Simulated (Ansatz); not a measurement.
## 1T-TaO2 monolayer in a perpendicular field

What dipole does a perpendicular field induce in the 1T-TaO2 monolayer? A positive field points along +c.

Calculated with Ansatz 0.2.0; plane-wave DFT, PBE-D3(BJ), Ansatz PAW.

## 1. The starting structure

The cell holds 3 atoms: 2 O and 1 Ta. Cell: a = 3.184 Å, b = 3.184 Å, c = 35.953 Å, α = 90.0°, β = 90.0°, γ = 120.0°. Vacuum lies along c.

## 2. Relaxation

The starting cell is a guess, so the in-plane lattice and the atoms are relaxed first, with the slab cut off from its images along the normal.

input.yaml

```yaml
crystal:
  lattice:
    - [3.18449, 0.0, 0.0]
    - [-1.592245, 2.7578492381, 0.0]
    - [0.0, 0.0, 35.9525696572]
  atoms:
    - { symbol: O, position: [0.6666666667, 0.3333333333, 0.4658915944] }
    - { symbol: Ta, position: [0.0, 0.0, 0.5], spin: 1.0 }
    - { symbol: O, position: [0.3333333333, 0.6666666667, 0.5341084056] }
  periodic: [true, true, false]
magnetization:
  spin_polarized: true
kpoints:
  mp_grid: { grid: [12, 12, 1] }
hamiltonian:
  xc: pbe
  dispersion: d3bj
scf:
  occupations: { method: fermi_dirac, width: 0.05 }
  convergence: { dr2_threshold: 1.0e-09 }
relax:
  f_tol: 0.004
  max_steps: 90
  cell: {}
output:
  write_potential: true
  write_density: true
  volumetric_format: npy
```

Started as:

```console
ansatz run input.yaml --threads 2 --pin off --max-ram 3072MiB --backend cpu --events-out ev --progress --plain --runs-dir out
```

Numbers of over 12 decimals in the logs are rounded to 6 here.

The program printed:

```text
Warning: relax.cell: scf.convergence.dr2_threshold = 1e-9 eV is looser than the 1.93465395373e-10 eV advised for a relaxation that steers and ends on the stress (1e-10 eV for each atom of the cell: 3, times the square of relax.cell.stress_2d_tol = 0.05 N/m over 12.5 Å (the atoms' height at the walk's start and 5 Å past either face), 4.015e-2 GPa, over a crystal's default 0.05). What an SCF threshold leaves in a stress goes as its square root, and in the free energy as the threshold itself, and one threshold admits the most on a small cell: [figures from the program's tests cut] Set scf.convergence.dr2_threshold to 1.93465395373e-10 eV or tighter. [rest of the remark cut]
Engine: ansatz 0.2.0, aarch64-unknown-linux-gnu
Pseudopotentials: kind: paw
Pseudopotential: O, paw, valence charge 6, recommended cutoff 420 eV (normal), O.paw.azcp
Pseudopotential: Ta, paw, valence charge 13, recommended cutoff 420 eV (normal), Ta.paw.azcp
Functional definition: PBE
  parameter kappa = 0.804
  parameter beta = 0.066725
  exchange = pbe_x(kappa = kappa, mu = beta*pi^2/3)
  correlation = pbe_c(beta = beta)
Crystal: 3 atoms, lattice volume = 315.748 Å³
Basis set: ecut = 420 eV, 6229 PW (Γ), exchange–correlation on 48×48×486 points (8 copies of the dense FFT grid, shifted against one another)
Bands: 17, of which v1, the nominal top of the filled ones, is band 13 counted from 1 (12 counted from 0)
Symmetry: 12 space group operations
Space group: P-3m1 (ITA 164), of the structure as read, at distance tolerance 6.8e-5 Å
Magnetic group: BNS 164.85 (UNI 1315), of the structure as read, at distance tolerance 6.8e-5 Å
k-points: 19 of 144
Non-local potential: O, projectors of the file, l = 0: 2, l = 1: 2, l = 2: 1
Non-local potential: Ta, projectors of the file, l = 0: 3, l = 1: 2, l = 2: 2, l = 3: 1
PAW form: soft (Blöchl's): semilocal exchange-correlation on the pseudo side does not see the compensation charge
PAW one-centre angular grid: O, 110 points (default); XC on 64 Gauss nodes
PAW one-centre angular grid: Ta, 590 points (default); XC on 64 Gauss nodes
Initial density: superposition of atomic densities (neutral atoms: chi_scale 0, normalization atom)
Starting moments: Σ|m| = 1 μB on 1 of 3 sites
Initial wavefunctions: pseudopotential atomic-orbital guess
Functional: x = pbe(κ = 0.804, μ = 0.219515), c = pbe(β = 0.066725)
SCF iter   1: F=—  HF=-11071.411606 eV  |F-HF|=—  |Δ(HF+E_count)|=         —  Δρ=2.95e-2 (↑2.95e-2 ↓2.77e-2)  dr2=1.30e1  dr2_m=3.77e-2  M=0.574 μB ∫|m|=0.599 μB  β_m=0.30  ethr=3.10e-3  ⟨swp⟩=11.8  Hψ=5133  notcnv=0
Mixer restart at iter 1: flushing history
preconditioner: auto → LDOS  [metal: Δε(μ)=0.030 eV  Ē_g=8.779 eV  σ=0.050 eV  W_gap=0.15  n_scr=20 (ndim 8)  ℏωp=7.5 eV  f_vac=0.834  D(μ)=1.18/eV (n_scr^D=8)]
spin=Collinear: LDOS preconditioning applied to the charge; magnetization (m = ρ↑ − ρ↓) channel mixes plain (no charge-response kernel on spin).
SCF iter   2: F=—  HF=-11069.421846 eV  |F-HF|=—  |Δ(HF+E_count)|=    1.99e0  Δρ=1.58e-2 (↑1.58e-2 ↓1.42e-2)  dr2=3.96e0  dr2_m=1.87e-2  M=0.549 μB ∫|m|=0.574 μB  β_m=0.47  ethr=3.10e-3  ⟨swp⟩=4.1  Hψ=1889  notcnv=0  defer=1
SCF iter   3: F=—  HF=-11068.722096 eV  |F-HF|=—  |Δ(HF+E_count)|=   7.00e-1  Δρ=3.96e-3 (↑3.96e-3 ↓3.83e-3)  dr2=7.09e-2  dr2_m=3.21e-3  M=0.476 μB ∫|m|=0.501 μB  β_m=0.60  ethr=3.10e-3  ⟨swp⟩=4.6  Hψ=1886  notcnv=0  defer=3
SCF iter   4: F=—  HF=-11068.753105 eV  |F-HF|=—  |Δ(HF+E_count)|=         —  Δρ=2.16e-3 (↑2.16e-3 ↓1.44e-3)  dr2=9.09e-3  dr2_m=7.61e-3  M=0.304 μB ∫|m|=0.314 μB  β_m=0.60  ethr=2.84e-4  ⟨swp⟩=4.2  Hψ=1816  notcnv=0
SCF iter   5: F=—  HF=-11068.755810 eV  |F-HF|=—  |Δ(HF+E_count)|=   2.71e-3  Δρ=1.08e-3 (↑1.08e-3 ↓9.88e-4)  dr2=2.32e-4  dr2_m=2.99e-3  M=0.251 μB ∫|m|=0.257 μB  β_m=0.80  ethr=3.64e-5  ⟨swp⟩=3.4  Hψ=1479  notcnv=0
SCF iter   6: F=—  HF=-11068.758335 eV  |F-HF|=—  |Δ(HF+E_count)|=   2.52e-3  Δρ=4.11e-4 (↑3.37e-4 ↓4.11e-4)  dr2=1.74e-4  dr2_m=3.80e-4  M=0.148 μB ∫|m|=0.149 μB  β_m=0.88  ethr=9.30e-7  ⟨swp⟩=4.4  Hψ=1919  notcnv=0
SCF iter   7: F=—  HF=-11068.758940 eV  |F-HF|=—  |Δ(HF+E_count)|=   6.05e-4  Δρ=2.05e-4 (↑1.89e-4 ↓2.05e-4)  dr2=1.12e-5  dr2_m=1.09e-4  M=0.083 μB ∫|m|=0.084 μB  β_m=0.94  ethr=6.96e-7  ⟨swp⟩=3.2  Hψ=1373  notcnv=0
SCF iter   8: F=—  HF=-11068.759168 eV  |F-HF|=—  |Δ(HF+E_count)|=   2.28e-4  Δρ=6.50e-5 (↑6.24e-5 ↓6.50e-5)  dr2=1.83e-6  dr2_m=1.11e-5  M=0.011 μB ∫|m|=0.011 μB  β_m=0.97  ethr=4.49e-8  ⟨swp⟩=5.2  Hψ=2189  notcnv=0
SCF iter   9: F=—  HF=-11068.759173 eV  |F-HF|=—  |Δ(HF+E_count)|=   5.28e-6  Δρ=2.37e-5 (↑2.37e-5 ↓2.37e-5)  dr2=3.55e-7  dr2_m=1.52e-6  M=-0.011 μB ∫|m|=0.011 μB  β_m=0.92  ethr=7.33e-9  ⟨swp⟩=4.9  Hψ=2057  notcnv=0
SCF iter  10: F=—  HF=-11068.759177 eV  |F-HF|=—  |Δ(HF+E_count)|=   3.72e-6  Δρ=6.49e-6 (↑6.49e-6 ↓5.89e-6)  dr2=3.33e-8  dr2_m=9.54e-8  M=-0.002 μB ∫|m|=0.003 μB  β_m=0.92  ethr=1.42e-9  ⟨swp⟩=4.6  Hψ=1857  notcnv=0
SCF iter  11: F=—  HF=-11068.759177 eV  |F-HF|=—  |Δ(HF+E_count)|=   2.70e-7  Δρ=1.33e-6 (↑1.15e-6 ↓1.33e-6)  dr2=1.32e-9  dr2_m=3.76e-9  M=-0.000 μB ∫|m|=0.000 μB  β_m=0.96  ethr=1.33e-10  ⟨swp⟩=4.5  Hψ=1821  notcnv=0
SCF iter  12: F=—  HF=-11068.759177 eV  |F-HF|=—  |Δ(HF+E_count)|=   2.52e-8  Δρ=1.50e-7 (↑1.50e-7 ↓9.86e-8)  dr2=1.01e-10  dr2_m=6.40e-12  M=0.000 μB ∫|m|=0.000 μB  β_m=0.98  ethr=5.26e-12  ⟨swp⟩=5.2  Hψ=2059  notcnv=0
SCF iter  13: F=-11068.759177 eV  HF=-11068.759177 eV  |F-HF|=4.73e-11  |Δ(HF+E_count)|=  5.97e-10  Δρ=4.21e-8 (↑2.98e-8 ↓4.21e-8)  dr2=3.22e-12  dr2_m=2.47e-12  M=0.000 μB ∫|m|=0.000 μB  ethr=1.00e-12  ⟨swp⟩=8.1  Hψ=4652  notcnv=0
WARN: the starting moments were not kept: the SCF closed with an absolute magnetisation of 2.7e-5 μB, where they sum to 1 μB in size (1 site). That is at most 0.1 of that sum. Measured as dr2_m measures the in/out step, that magnetisation stands 1.3e-10 eV from none, at or under the dr2_threshold of 1.0e-9 eV: it is no larger than a step whose dr2_m would equal this threshold. The system may hold no moment; this SCF  [...]
SCF 1 converged in 13 iterations: F = -11068.759177 eV  dr2 = 3.22e-12
  greatest PAW one-centre occupation: 0.999 electrons in one spin orbital (limit 2), on the Ta atom at site 1 (counted from 0), in its partial waves of l = 0
relax step   1: F+E_penalty+E_count = -11068.75917749 eV  Δ(F+E_penalty+E_count) = +0.000e0 eV  max|allowed force component| = 2.714e0 eV/Å  Δτ_max = 0.0000 Å  P = -14.825 N/m  Ω = 315.748 Å³  fix = [c, alpha, beta]  reactions: c +0.000 N/m  (13 SCF iters, accepted)
Crystal: 3 atoms, lattice volume = 301.359 Å³
[...]
relax step   6: F+E_penalty+E_count = -11069.50496774 eV  Δ(F+E_penalty+E_count) = -4.185e-3 eV  max|allowed force component| = 1.041e-2 eV/Å  Δτ_max = 0.0096 Å  P = -0.123 N/m  Ω = 287.304 Å³  energy of the carried Pulay correction = +1.530e-2 eV  fix = [c, alpha, beta]  reactions: c -0.000 N/m  (10 SCF iters, accepted)
[...]
relax step   7: F+E_penalty+E_count = -11069.50514447 eV  Δ(F+E_penalty+E_count) = -1.767e-4 eV  max|allowed force component| = 7.289e-4 eV/Å  Δτ_max = 0.0002 Å  P = -0.000 N/m  Ω = 287.037 Å³  energy of the carried Pulay correction = +1.545e-2 eV  fix = [c, alpha, beta]  reactions: c -0.000 N/m  (8 SCF iters, accepted)
[...]
relax step   8: F+E_penalty+E_count = -11069.49677754 eV  Δ(F+E_penalty+E_count) = +8.367e-3 eV  max|allowed force component| = 4.922e-4 eV/Å  Δτ_max = 0.0000 Å  P = -0.255 N/m  Ω = 287.037 Å³  fix = [c, alpha, beta]  reactions: c -0.000 N/m  stress off target by 2.55e-1 N/m on what of the cell is left free  SCF on the basis re-selected at this cell (its energy is not comparable with the rows above)  (6 SCF iters)
[...]
relax step   9: F+E_penalty+E_count = -11069.49733780 eV  Δ(F+E_penalty+E_count) = -5.603e-4 eV  max|allowed force component| = 1.459e-3 eV/Å  Δτ_max = 0.0020 Å  P = -0.017 N/m  Ω = 286.331 Å³  energy of the carried Pulay correction = +3.913e-4 eV  fix = [c, alpha, beta]  reactions: c -0.000 N/m  (9 SCF iters, accepted)
iter 1 solved again at ethr=1.91e-7 eV; its pass at ethr=3.10e-3 eV (dr2=4.79e-5 eV) is discarded
SCF iter   1: F=—  HF=-11069.496886 eV  |F-HF|=—  |Δ(HF+E_count)|=         —  Δρ=3.60e-6 (↑3.60e-6 ↓3.59e-6)  dr2=2.28e-8  dr2_m=2.35e-12  M=-0.000 μB ∫|m|=0.000 μB  β_m=0.65  ethr=1.91e-7  ⟨swp⟩=6.8  Hψ=9190  notcnv=0
eigensolver tolerance schedule: the retry pair's looser diagonalisation over-reported the residual by 2100.69 of it (diagonalisation noise at 0.15 of the residual, at the tolerance the schedule requests for it); recorded, not acted on — ethr = c·dr2/N_el stays at c = 1.0e-1
preconditioner: auto → LDOS  [metal: Δε(μ)=0.079 eV  Ē_g=12.098 eV  σ=0.050 eV  W_gap=0.37  n_scr=18 (ndim 8)  ℏωp=9.0 eV  f_vac=0.850  D(μ)=2.48/eV (n_scr^D=14)]
spin=Collinear: LDOS preconditioning applied to the charge; magnetization (m = ρ↑ − ρ↓) channel mixes plain (no charge-response kernel on spin).
SCF iter   2: F=—  HF=-11069.497019 eV  |F-HF|=—  |Δ(HF+E_count)|=   1.33e-4  Δρ=1.21e-6 (↑1.21e-6 ↓1.21e-6)  dr2=4.04e-9  dr2_m=8.70e-13  M=-0.000 μB ∫|m|=0.000 μB  β_m=0.54  ethr=9.11e-11  ⟨swp⟩=5.4  Hψ=2126  notcnv=0
SCF iter   3: F=—  HF=-11069.497019 eV  |F-HF|=—  |Δ(HF+E_count)|=   1.42e-8  Δρ=5.51e-7 (↑5.48e-7 ↓5.51e-7)  dr2=6.32e-10  dr2_m=4.56e-13  M=-0.000 μB ∫|m|=0.000 μB  β_m=0.71  ethr=1.62e-11  ⟨swp⟩=3.3  Hψ=1180  notcnv=0
SCF iter   4: F=-11069.497019 eV  HF=-11069.497019 eV  |F-HF|=2.76e-10  |Δ(HF+E_count)|=   1.51e-9  Δρ=7.83e-8 (↑7.56e-8 ↓7.83e-8)  dr2=2.90e-11  dr2_m=7.11e-14  M=-0.000 μB ∫|m|=0.000 μB  ethr=2.53e-12  ⟨swp⟩=14.3  Hψ=6132  notcnv=0
the starting moments were not kept: the SCF closed with an absolute magnetisation of 3.4e-6 μB, where they sum to 1 μB in size (1 site). That is at most 0.1 of that sum. Measured as dr2_m measures the in/out step, that magnetisation stands 2.2e-12 eV from none, at or under the dr2_threshold of 1.0e-9 eV: it is no larger than a step whose dr2_m would equal this threshold.
SCF 10 converged in 4 iterations: F = -11069.497019 eV  dr2 = 2.90e-11
relax step  10: F+E_penalty+E_count = -11069.49701897 eV  Δ(F+E_penalty+E_count) = +3.188e-4 eV  max|allowed force component| = 1.419e-3 eV/Å  Δτ_max = 0.0000 Å  P = -0.024 N/m  Ω = 286.331 Å³  fix = [c, alpha, beta]  reactions: c -0.000 N/m  stress off target by 2.42e-2 N/m on what of the cell is left free  SCF on the basis re-selected at this cell (its energy is not comparable with the rows above)  (4 SCF iters)
basis re-selected at this cell: Δ(F+E_penalty+E_count) = +3.188e-4 eV, ΔP = -0.007 N/m vs the last step (what re-selecting the basis moved, of the pressure what is left beyond the Pulay correction that the steps carried, after the strain that the cell walked since its last selection, with what the two solves' SCF thresholds leave and, on support functions, any second-order correction that the steps lacked; it is no m [...]
WARN: The output density's exchange-correlation potential varies sharply where the density is thin. Do not read a vacuum level from v_tot or v_xc, or from such a field of the output density. On a cell that repeats whose density bears no net charge and no dipole along the vacuum's axis use v_es (v_loc + v_h of the components); under efield.dipole_correction with no amplitude use v_es + v_field, which holds any externa [...]
SCF converged after 4 iterations
Magnetization: -0.0000 μB (12.5000 up, 12.5000 down)
Absolute magnetization: 0.0000 μB (∫|ρ↑−ρ↓|, with the PAW one-centre terms)
Spin contamination: 0.0000 ħ² per cell (⟨S²⟩ above its minimum at these occupations)
Per-site moments (μB) at R_I (Å): [(-2.0752567475988084e-7, 0.858156), (-1.3198931802710443e-6, 0.858156), (-2.075256747330541e-7, 0.858156)]
Free energy (F): -11069.497019 eV
Harris-Foulkes:  -11069.497019 eV  (|F-HF|=2.76e-10)
Internal energy: -11069.477437 eV  (E = F + TS)
E sigma→0 (E₀):  -11069.487228 eV
Entropy (-TS):   -0.019582 eV (-6.527 meV/atom)
Fermi energy:    -5.079499 eV
--- Per-component energies (eV) ---
  E_band       = -638.810154
  E_kinetic    = 715.222476
  E_local      = -57649.401149  (includes V_loc(G=0)·N_el)
  E_nonlocal   = 109.819054
  E_hartree    = 28380.539698
  E_xc         = -365.498294
  E_vxc        = -391.585936  (∫ρ·V_xc dr)
  E_paw        = -8712.437765  (= ΣΔE_a)
  E_vpaw       = -183.948901  (= ΣTr[D̂ρ^β])
  E_aug_tail   = 0.005108  (compensation charges beyond the density's cutoff)
  E_ewald      = 26452.681467
  E_disp       = -0.408031  (pairwise vdW)
  E_smearing   = -0.019582  (= −TS)
  E_closure    = 0.000000  (closes the sum)
  Σ components = -11069.497019   (vs F -11069.497019, Δ=0.00e0)
--- Forces (eV/Å), atoms counted from 1 ---
  atom   1  O      0.00000000     0.00000000    -0.00141920
  atom   2  Ta     0.00000000     0.00000000     0.00000000
  atom   3  O      0.00000000    -0.00000000     0.00141920
  max |Σ_I F_I| component: 9.25e-18 eV/Å
--- 2D stress c σ (N/m, compression-positive) ---
       -0.024209       0.000000       0.000000
        0.000000      -0.024209       0.000000
        0.000000       0.000000      -0.000000
  P = ½ c Tr σ = -0.0242 N/m
--- Band table (eV; the first three rows and the last of 38) ---
  k-point 0 ↑: bands = [... 9 lower, -9.6559, -9.1462, -9.1462, -4.9210, -4.9210, -3.4421, -2.3110, -0.4617]
  k-point 1 ↑: bands = [... 9 lower, -9.5720, -9.4650, -9.2806, -4.9645, -4.7218, -3.4232, -2.0066, -0.6412]
  k-point 2 ↑: bands = [... 9 lower, -10.4047, -9.5695, -9.2192, -5.1187, -4.2275, -3.3649, -1.3865, -0.7399]
  k-point 18 ↓: bands = [... 9 lower, -10.5174, -10.5174, -9.8821, -4.1057, -3.6071, -3.6071, 0.6722, 0.6722]
  the weakly bound empty levels are not read free of the cell's end (no_gap_told)
--- Relaxed structure (8 steps of the walk, 7 accepted, 2 SCFs on fresh bases) ---
  F+E_penalty+E_count = -11069.49701897 eV   max|allowed force component| = 1.419e-3 eV/Å   (the final SCF, on the basis selected at the relaxed cell)
  cell:  # Å, volume = 286.3307 Å³
    - [3.032520, 0.0, 0]
    - [-1.516260, 2.626239, 0]
    - [0, 0, 35.9525696572]
  atoms:
    - { symbol: O, position: [0.666667, 0.333333, 0.468746] }
    - { symbol: Ta, position: [0, 0, 0.5] }
    - { symbol: O, position: [0.333333, 0.666667, 0.531254] }
```

It took 74 s on 2 threads of Arm Neoverse V2, shared host; peak memory 0.65 GiB.

The steps of the relaxation:

| step | energy less that of the first step (eV) | largest force component (eV/Å) | volume (Å³) |
| --- | --- | --- | --- |
| 1 | 0.0000 | 2.7144 | 315.75 |
| 2 | -0.6505 | 0.5712 | 301.36 |
| 3 | -0.7181 | 0.1498 | 296.21 |
| 4 | -0.4417 | 1.9422 | 266.94 |
| 5 | -0.7416 | 0.0141 | 290.13 |
| 6 | -0.7458 | 0.0104 | 287.30 |
| 7 | -0.7460 | 0.0007 | 287.04 |
| 8* | -0.7376 | 0.0005 | 287.04 |
| 9 | -0.7382 | 0.0015 | 286.33 |
| 10* | -0.7378 | 0.0014 | 286.33 |

Relaxation steps marked * repeat the geometry before them on a plane-wave basis chosen anew for their cell, so energy and pressure can jump there. Relaxation step 4 was tried and not accepted.

Forces are held to the 12 operations that the run works with; a distortion that breaks them can't arise in this run.

| cell as run | before | after | change |
| --- | --- | --- | --- |
| a (Å) | 3.184 | 3.033 | -4.8 % |
| b (Å) | 3.184 | 3.033 | -4.8 % |

The atoms that moved most (Å, along periodic axes as changes of fractional coordinates times the final cell, across vacuum about the mean position):

| atom | dx | dy | dz | length |
| --- | --- | --- | --- | --- |
| O3 | 0.000 | 0.000 | -0.103 | 0.103 |
| O1 | 0.000 | 0.000 | 0.103 | 0.103 |

The relaxed structure:

```xyz
3
Lattice="3.0325 0.0000 0.0000 -1.5163 2.6262 0.0000 0.0000 0.0000 35.9526" Properties=species:S:1:pos:R:3
O     1.5163    0.8754   16.8526
Ta    0.0000    0.0000   17.9763
O     0.0000    1.7508   19.0999
```

This step gave:

| Quantity | Value |
| --- | --- |
| energy at zero smearing | -11069.4872 eV |

The lattice constant a goes from 3.184 to 3.033 Å.

[end of part 1 of 3]

[Logs are printed without paths, hosts, clocks, repeated set-up lines and the standing remarks that a program may print on its own settings, such as how far it seeks lower states.]

[Hosts, paths, dates, database ids (printed as entryN), source tags and the programs' standing remarks are cut or masked in the printed files.]

[Maps of the electrostatic potential energy from Ansatz leave out the sawtooth potential of an applied field or a dipole correction, so their vacuum need not be flat; planar profiles and work functions include it.]
